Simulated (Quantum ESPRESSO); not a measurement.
# Collinear magnetic orders of YMn2Si2 with Quantum ESPRESSO

A self-consistent run ends on one state, which hangs on the start. Several orders of YMn2Si2 are started in Quantum ESPRESSO and their energies compared.

Method: LDA; plane waves with GBRV 1.5 LDA potentials, no spin-orbit coupling, in Quantum ESPRESSO 7.5.

The database entry behind the starting cell has ideal inner coordinates that were not refined, so it need not match the best structure at ambient conditions.

## 1. The structure

Symmetry: I4/mmm, No. 139, tetragonal system. The conventional cell has a = 3.924 Å, b = 3.924 Å, c = 10.457 Å, α = 90.00°, β = 90.00°, γ = 90.00°. Y has 8 Si at 3.07 Å and 8 Mn at 3.27 Å nearest. Nearest to Mn lie 4 Si at 2.36 Å and 4 Mn at 2.77 Å and 4 Y at 3.27 Å. Nearest to Si lie 4 Mn at 2.36 Å and 1 Si at 2.61 Å and 4 Y at 3.07 Å. Farther neighbours are not listed.

The cell comes from the Crystallography Open Database.

## 2. Start 1: ferro ++

The signs are those of the starting moments on the seeded atoms, the atoms that are given a moment.

pw.in

```
&CONTROL
  calculation = 'scf'
  prefix = 'pwscf'
  outdir = './tmp'
  pseudo_dir = './pseudo'
  disk_io = 'nowf'
/
&SYSTEM
  ibrav = 0
  nat = 5
  ntyp = 3
  ecutwfc = 40
  ecutrho = 280
  nbnd = 37
  occupations = 'smearing'
  smearing = 'fd'
  degauss = 0.00367493
  nspin = 2
  starting_magnetization(1) = 0
  starting_magnetization(2) = 0.2333
  starting_magnetization(3) = 0
/
&ELECTRONS
  conv_thr = 1d-08
  electron_maxstep = 150
  mixing_beta = 0.3
/
ATOMIC_SPECIES
Y      88.9058 y_lda_v1.4.uspp.F.UPF
Mn     54.9380 mn_lda_v1.5.uspp.F.UPF
Si     28.0850 si_lda_v1.uspp.F.UPF
CELL_PARAMETERS bohr
  -3.7076426565    3.7076426565    9.8804330426
   3.7076426565   -3.7076426565    9.8804330426
   3.7076426565    3.7076426565   -9.8804330426
ATOMIC_POSITIONS crystal
Y       0.0000000000    0.0000000000    0.0000000000
Mn      0.7500000000    0.2500000000    0.5000000000
Mn      0.2500000000    0.7500000000    0.5000000000
Si      0.3750000000    0.3750000000    0.0000000000
Si      0.6250000000    0.6250000000    0.0000000000
K_POINTS automatic
10 10 10 0 0 0
```

On the command line:

```console
$ OMP_NUM_THREADS=1 mpirun -n 4 pw.x -nk 4 -in pw.in > pw.out
```

What it wrote:

```text
Program PWSCF v.7.5 starts

     Message from routine setup:
     using ibrav=0 with symmetry is DISCOURAGED, use correct ibrav instead

     K-points division:     npool     =       4
     Subspace diagonalization in iterative solution of the eigenvalue problem:

     G-vector sticks info
     --------------------
     sticks:   dense  smooth     PW     G-vecs:    dense   smooth      PW
     Sum        2303    1323    475                42973    18547    3991

     Using Slab Decomposition

     bravais-lattice index     =            0
     lattice parameter (alat)  =      11.1855  a.u.
     unit-cell volume          =     543.2900 (a.u.)^3
     number of atoms/cell      =            5
     number of atomic types    =            3
     number of electrons       =        49.00
     number of Kohn-Sham states=           37
     kinetic-energy cutoff     =      40.0000  Ry
     charge density cutoff     =     280.0000  Ry
     scf convergence threshold =      1.0E-08
     mixing beta               =       0.3000
     number of iterations used =            8  plain     mixing
     Exchange-correlation= SLA  PZ   NOGX NOGC
                           (   1   1   0   0   0   0   0)

     celldm(1)=  11.185535  celldm(2)=   0.000000  celldm(3)=   0.000000
     celldm(4)=   0.000000  celldm(5)=   0.000000  celldm(6)=   0.000000

     crystal axes: (cart. coord. in units of alat)
               a(1) = (  -0.331468   0.331468   0.883322 )
               a(2) = (   0.331468  -0.331468   0.883322 )
               a(3) = (   0.331468   0.331468  -0.883322 )

     reciprocal axes: (cart. coord. in units 2 pi/alat)
               b(1) = ( -0.000000  1.508443  0.566045 )
               b(2) = (  1.508443 -0.000000  0.566045 )
               b(3) = (  1.508443  1.508443  0.000000 )

     PseudoPot. # 1 for Y  read from file:
     y_lda_v1.4.uspp.F.UPF
     Pseudo is Ultrasoft + core correction, Zval = 11.0
     Generated by new atomic code, or converted to UPF format
     Using radial grid of  885 points,  6 beta functions with:
                l(1) =   0
                l(2) =   0
                l(3) =   1
                l(4) =   1
                l(5) =   2
                l(6) =   2
     Q(r) pseudized with  8 coefficients,  rinner =    1.200   1.200   1.200
                                                       1.200   1.200

     PseudoPot. # 2 for Mn read from file:
     mn_lda_v1.5.uspp.F.UPF
     Pseudo is Ultrasoft + core correction, Zval = 15.0
     Generated by new atomic code, or converted to UPF format
     Using radial grid of  859 points,  6 beta functions with:
                l(1) =   0
                l(2) =   0
                l(3) =   1
                l(4) =   1
                l(5) =   2
                l(6) =   2
     Q(r) pseudized with  8 coefficients,  rinner =    0.950   0.950   0.950
                                                       0.950   0.950

     PseudoPot. # 3 for Si read from file:
     si_lda_v1.uspp.F.UPF
     Pseudo is Ultrasoft + core correction, Zval =  4.0
     Generated by new atomic code, or converted to UPF format
     Using radial grid of  899 points,  6 beta functions with:
                l(1) =   0
                l(2) =   0
                l(3) =   1
                l(4) =   1
                l(5) =   2
                l(6) =   2
     Q(r) pseudized with  8 coefficients,  rinner =    0.900   0.900   0.900
                                                       0.900   0.900

     atomic species   valence    mass     pseudopotential
     Y                11.00    88.90580     Y ( 1.00)
     Mn               15.00    54.93800     Mn( 1.00)
     Si                4.00    28.08500     Si( 1.00)

     Starting magnetic structure
     atomic species   magnetization
     Y               0.000
     Mn              0.233
     Si              0.000

     16 Sym. Ops., with inversion, found

   Cartesian axes

     site n.     atom                  positions (alat units)
         1        Y      tau(   1) = (   0.0000000   0.0000000   0.0000000  )
         2        Mn     tau(   2) = (   0.0000000   0.3314676   0.4416612  )
         3        Mn     tau(   3) = (   0.3314676   0.0000000   0.4416612  )
         4        Si     tau(   4) = (   0.0000000   0.0000000   0.6624918  )
         5        Si     tau(   5) = (   0.0000000   0.0000000   1.1041530  )

     number of k points=   102  Fermi-Dirac smearing, width (Ry)=  0.0037

     Number of k-points >= 100: set verbosity='high' to print them.

     Dense  grid:    42973 G-vectors     FFT dimensions: (  60,  60,  60)

     Smooth grid:    18547 G-vectors     FFT dimensions: (  45,  45,  45)

     Check: negative core charge=   -0.000029
     Generating pointlists ...
     new r_m :   0.2137 (alat units)  2.3909 (a.u.) for type    1
     new r_m :   0.1643 (alat units)  1.8377 (a.u.) for type    2
     new r_m :   0.1643 (alat units)  1.8377 (a.u.) for type    3

     Initial potential from superposition of free atoms

     starting charge      47.9949, renormalised to      49.0000
     Starting wfcs are   47 randomized atomic wfcs

     Self-consistent Calculation

     iteration #  1     ecut=    40.00 Ry     beta= 0.30
     Davidson diagonalization with overlap
     ethr =  1.00E-02,  avg # of iterations =  3.1

     total energy              =    -534.20053995 Ry
     estimated scf accuracy    <       2.00943787 Ry

     total magnetization       =     4.05 Bohr mag/cell
     absolute magnetization    =     4.62 Bohr mag/cell

     iteration #  2     ecut=    40.00 Ry     beta= 0.30
     Davidson diagonalization with overlap
     ethr =  4.10E-03,  avg # of iterations =  2.2

     total energy              =    -534.26141859 Ry
     estimated scf accuracy    <       3.32970265 Ry

     total magnetization       =     3.33 Bohr mag/cell
     absolute magnetization    =     4.19 Bohr mag/cell

     iteration #  3     ecut=    40.00 Ry     beta= 0.30
     Davidson diagonalization with overlap
     ethr =  4.10E-03,  avg # of iterations =  1.1

     total energy              =    -534.64875012 Ry
     estimated scf accuracy    <       0.23447680 Ry

     total magnetization       =     4.15 Bohr mag/cell
     absolute magnetization    =     4.81 Bohr mag/cell

     [... further iterations left out ...]

     iteration # 10     ecut=    40.00 Ry     beta= 0.30
     Davidson diagonalization with overlap
     ethr =  2.26E-07,  avg # of iterations =  1.8

     total energy              =    -534.68823555 Ry
     estimated scf accuracy    <       0.00003185 Ry

     total magnetization       =     3.41 Bohr mag/cell
     absolute magnetization    =     3.95 Bohr mag/cell

     iteration # 11     ecut=    40.00 Ry     beta= 0.30
     Davidson diagonalization with overlap
     ethr =  6.50E-08,  avg # of iterations =  1.2

     total energy              =    -534.68823845 Ry
     estimated scf accuracy    <       0.00000108 Ry

     total magnetization       =     3.42 Bohr mag/cell
     absolute magnetization    =     3.95 Bohr mag/cell

     iteration # 12     ecut=    40.00 Ry     beta= 0.30
     Davidson diagonalization with overlap
     ethr =  2.20E-09,  avg # of iterations =  4.9

     total energy              =    -534.68823919 Ry
     estimated scf accuracy    <       0.00000012 Ry

     total magnetization       =     3.42 Bohr mag/cell
     absolute magnetization    =     3.95 Bohr mag/cell

     iteration # 13     ecut=    40.00 Ry     beta= 0.30
     Davidson diagonalization with overlap
     ethr =  2.53E-10,  avg # of iterations =  2.4

     Magnetic moment per site  (integrated on atomic sphere of radius R)
     atom   1 (R=0.214)  charge=  8.8715  magn= -0.0440
     atom   2 (R=0.164)  charge= 13.0570  magn=  1.7067
     atom   3 (R=0.164)  charge= 13.0570  magn=  1.7067
     atom   4 (R=0.164)  charge=  1.8952  magn= -0.0527
     atom   5 (R=0.164)  charge=  1.8952  magn= -0.0527

     End of self-consistent calculation

     Number of k-points >= 100: set verbosity='high' to print the bands.

     the Fermi energy is    12.3480 ev

!    total energy              =    -534.68823923 Ry
     estimated scf accuracy    <          9.8E-09 Ry
     smearing contrib. (-TS)   =      -0.00170266 Ry
     internal energy E=F+TS    =    -534.68653657 Ry

     The total energy is F=E-TS. E is the sum of the following terms:
     one-electron contribution =    -304.62992130 Ry
     hartree contribution      =     172.86874385 Ry
     xc contribution           =     -88.57500346 Ry
     ewald contribution        =    -314.35035565 Ry

     total magnetization       =     3.42 Bohr mag/cell
     absolute magnetization    =     3.95 Bohr mag/cell

     convergence has been achieved in  13 iterations

=------------------------------------------------------------------------------=
   JOB DONE.
=------------------------------------------------------------------------------=
```

Wall time 3.1 min (4 MPI ranks of Arm Neoverse V1, shared host); peak memory 0.72 GiB.

Spin moment in the atom's sphere by atom:

| atom | spin moment in the atom's sphere (μB) |
| --- | --- |
| Y1 | -0.04 |
| Mn2 | 1.71 |
| Mn3 | 1.71 |
| Si4 | -0.05 |
| Si5 | -0.05 |

Read from the output:

```yaml
smearing_term_ts: 0.02317 eV
magnetization: 3.418 μB
absolute_magnetization: 3.952 μB
final_state: ferromagnetic
```

[end of part 1 of 2]

[Logs and program files are shortened in this print: banners, set-up blocks, solver, clock and traceback lines can be left out without a mark of their own.]

[Logs are printed without paths, hosts, clocks, repeated set-up lines and the standing remarks that a program may print on its own settings, such as how far it seeks lower states.]

[Hosts, paths, dates, database ids (printed as entryN), source tags and the programs' standing remarks are cut or masked in the printed files.]

[Where a cell is said to come from a database of computed structures, the database is the Materials Project.]
